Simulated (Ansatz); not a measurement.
# TiC (Fm-3m): modes against biaxial strain in the (001) plane, part 2 of 2

Aim: how do the optical modes of TiC (Fm-3m) shift and split under this strain?

Ansatz 0.2.0; DFT PBEsol, scalar-relativistic, plane waves, PAW; PAW set soft_1.

So far, highest optical mode at the zone centre (no LO-TO term) (cm⁻¹): step 4 (zone-centre response at rest) 542; step 6 (strain 4 %) 567.

The database entry behind the starting cell differs from later determinations by our own check (0.1 to 0.3 % short, probably kX units), so it need not match the best structure at ambient conditions.

## Step 7: A member of the series: biaxial strain of -4 % in the (001) plane (continued)

The steps of the relaxation:

```
step  energy less that of the first step (eV)  largest force component (eV/Å)  pressure (GPa)  volume (Å³)
   1                                   0.0000                          0.0000           22.38        18.49
   2                                  -0.0005                          0.0000           21.54        18.54
   3                                  -0.0006                          0.0000           21.00        18.58
   4                                  -0.0006                          0.0000           20.98        18.58
  5*                                  -0.0007                          0.0000           20.99        18.58
   6                                  -0.0007                          0.0000           20.98        18.58
  7*                                  -0.0007                          0.0000           20.98        18.58
```

Relaxation steps marked * repeat the geometry before them on a plane-wave basis chosen anew for their cell, so energy and pressure can jump there.

Forces are held to the 16 operations that the run works with; a distortion that breaks them can't arise in this run.

```
conventional cell, symmetrised  before  after  change
                         a (Å)   2.914  2.914  -0.0 %
                         b (Å)   2.914  2.914  -0.0 %
                         c (Å)   4.354  4.376  +0.5 %
              volume (Å³/atom)    9.24   9.29  +0.5 %
```

Final coordinates:

```cif
data_structure
_symmetry_space_group_name_H-M 'P 1'
_symmetry_Int_Tables_number 1
_cell_length_a 3.0054
_cell_length_b 3.0054
_cell_length_c 2.9141
_cell_angle_alpha 61.000
_cell_angle_beta 61.000
_cell_angle_gamma 58.000
_cell_volume 18.58
loop_
_atom_site_label
_atom_site_type_symbol
_atom_site_fract_x
_atom_site_fract_y
_atom_site_fract_z
_atom_site_occupancy
C1 C 0.50000 0.50000 0.50000 1
Ti2 Ti 0.00000 0.00000 0.00000 1
```

Numbers from this step:

```yaml
pressure: 20.98 GPa
volume_per_atom: 9.290 Å³
```

The forces vanish by symmetry.

## Step 8: Zone-centre modes of the member: biaxial strain of -4 % in the (001) plane

The zone-centre modes follow for biaxial strain of -4 % in the (001) plane.

input.yaml reads:

```yaml
crystal:
  lattice:
    - [0.0, 2.0605855843, 2.1878300173]
    - [2.0605855843, 0.0, 2.1878300173]
    - [2.0605855843, 2.0605855843, 0.0]
  atoms:
    - { symbol: C, position: [0.5, 0.5, 0.5] }
    - { symbol: Ti, position: [0.0, 0.0, 0.0] }
kpoints:
  mp_grid: { grid: [16, 16, 16] }
hamiltonian:
  xc: pbesol
  pseudopotentials: { kind: paw, azcp: { folder: soft_1 }, xc_functional: pbe }
scf:
  occupations: { method: methfessel_paxton, width: 0.2 }
output:
  eigenvalues: true
phonons:
  method: dfpt
```

On the command line:

```console
$ ansatz run input.yaml --threads 4 --pin off --max-ram 10240MiB --backend cpu --events-out ev --progress --plain --runs-dir out
```

The job ended after 6 s (4 threads of AMD EPYC 9R45, shared host; peak memory 0.82 GiB; 21 s of CPU time).

This step gave:

```yaml
sum_rule_residual_before_enforcement: 8.02e-6 eV/Å²
highest_optical_mode_at_the_zone_centre_no_lo_to_term: 659.9 cm⁻¹
lowest_optical_zone_centre_mode: 502.1 cm⁻¹
```

Patterns of degenerate modes are one choice out of their space. Modes at Γ, with each element's share of the kinetic energy:

```
mode  frequency (cm⁻¹)  symmetry  C %  Ti %
   1               0.0  acoustic   20    80
   2               0.0  acoustic   20    80
   3               0.0  acoustic   20    80
   4             502.1       A2u   80    20
   5             659.9        Eu   80    20
   6             659.9        Eu   80    20
```

The lowest optical mode is real, 502 cm⁻¹, and the highest lies at 659.9 cm⁻¹.

For the highest optical mode at the zone centre (no LO-TO term), step 4 gave 542 cm⁻¹; this run, with strain -4 %, gives 660 cm⁻¹ (+22 %).

## Step 9: The series together

The members are set side by side, also those not shown above.

Stress is positive in compression; energies are extrapolated to zero smearing, and E0 is that at rest; the edges not held and the atoms are relaxed in each cell; all runs use 16×16×16 k points and Methfessel-Paxton smearing of 0.2 eV. State of the crystal along the series:

```
strain (%)  in-plane stress (GPa)  free strain along [001] (%)  E - E0 (meV/atom)
        -4                  31.47                        1.928              70.72
        -3                  22.23                        1.426               38.3
        -2                  13.96                       0.9384              16.37
        -1                   6.57                       0.4631               3.94
         0              -0.001471                            0                  0
         1                 -5.865                      -0.4425              3.687
         2                 -11.11                      -0.8578              14.28
         3                 -15.79                       -1.248              31.15
         4                 -19.92                       -1.616              53.68
```

Optical modes are counted from below at rest and tracked from member to member by their patterns, and modes that stay within 0.3 cm⁻¹ of each other stand once; labels, where given, are those at rest; the edges not held and the atoms are relaxed in each cell; all runs use 16×16×16 k points and Methfessel-Paxton smearing of 0.2 eV. Optical modes along the series:

```
strain (%)  optical mode 1 T1u, doublet (cm⁻¹)  optical mode 2 T1u, singlet (cm⁻¹)
        -4                               659.9                               502.1
        -3                               629.5                                 515
        -2                               599.6                               525.7
        -1                               570.5                               534.8
         0                               542.5                               542.5
         1                               515.8                               549.6
         2                               489.7                               556.3
         3                               463.9                               562.4
         4                                 438                               567.5
```

Value and slope at zero strain of a cubic (a lower polynomial where under five rows exist) through the rows within 2 % of rest. Slopes at rest:

```
                       mode  frequency (cm⁻¹)  shift per percent of strain (cm⁻¹)  shift per GPa of compressive stress (cm⁻¹)
optical mode 1 T1u, doublet             542.5                              -27.32                                        4.41
optical mode 2 T1u, singlet             542.5                                7.37                                       -1.19
```

## Step 10: What came out

| Quantity | Value |
| --- | --- |
| members | 9 |
| highest optical mode at the zone centre (no LO-TO term), at rest | 542.5 cm⁻¹ |
| biaxial modulus in the (001) plane | 620 GPa |
| optical mode 1 T1u, doublet, shift per percent | -27.32 cm⁻¹ |
| optical mode 2 T1u, singlet, shift per percent | 7.37 cm⁻¹ |

In words: The stress changes by 6.20 GPa for each percent, a biaxial modulus of 620 GPa in the (001) plane. For each percent the free edge responds with -0.45 %. The strain lowers the symmetry: the level at 542.5 cm⁻¹ splits, into 659.9 and 502.1 cm⁻¹ at -4 %. The fastest shift in the table of slopes is -27.3 cm⁻¹ for each percent (optical mode 1 T1u, doublet), or 4.4 cm⁻¹ for each GPa of compressive stress. For small strain, the measured shift of a line that Raman or infrared light can see, divided by its slope, estimates the stress, if the state of stress is of this kind. These are harmonic frequencies at zero temperature: anharmonic shifts, linewidths and thermal expansion are left out. With no gap, or one that is small against the smearing, the frequencies hang on the k mesh and the smearing, most of all near Kohn anomalies. The PAW files were made for PBE; the program adapts parts of them to the functional of the run, but their partial waves stay those of PBE, an approximation that was not tested in this session. Only the zone centre was solved, so an instability at another wavevector cannot show here.

[Logs are printed without paths, hosts, clocks, repeated set-up lines and the standing remarks that a program may print on its own settings, such as how far it seeks lower states.]

[Hosts, paths, dates, database ids (printed as entryN), source tags and the programs' standing remarks are cut or masked in the printed files.]
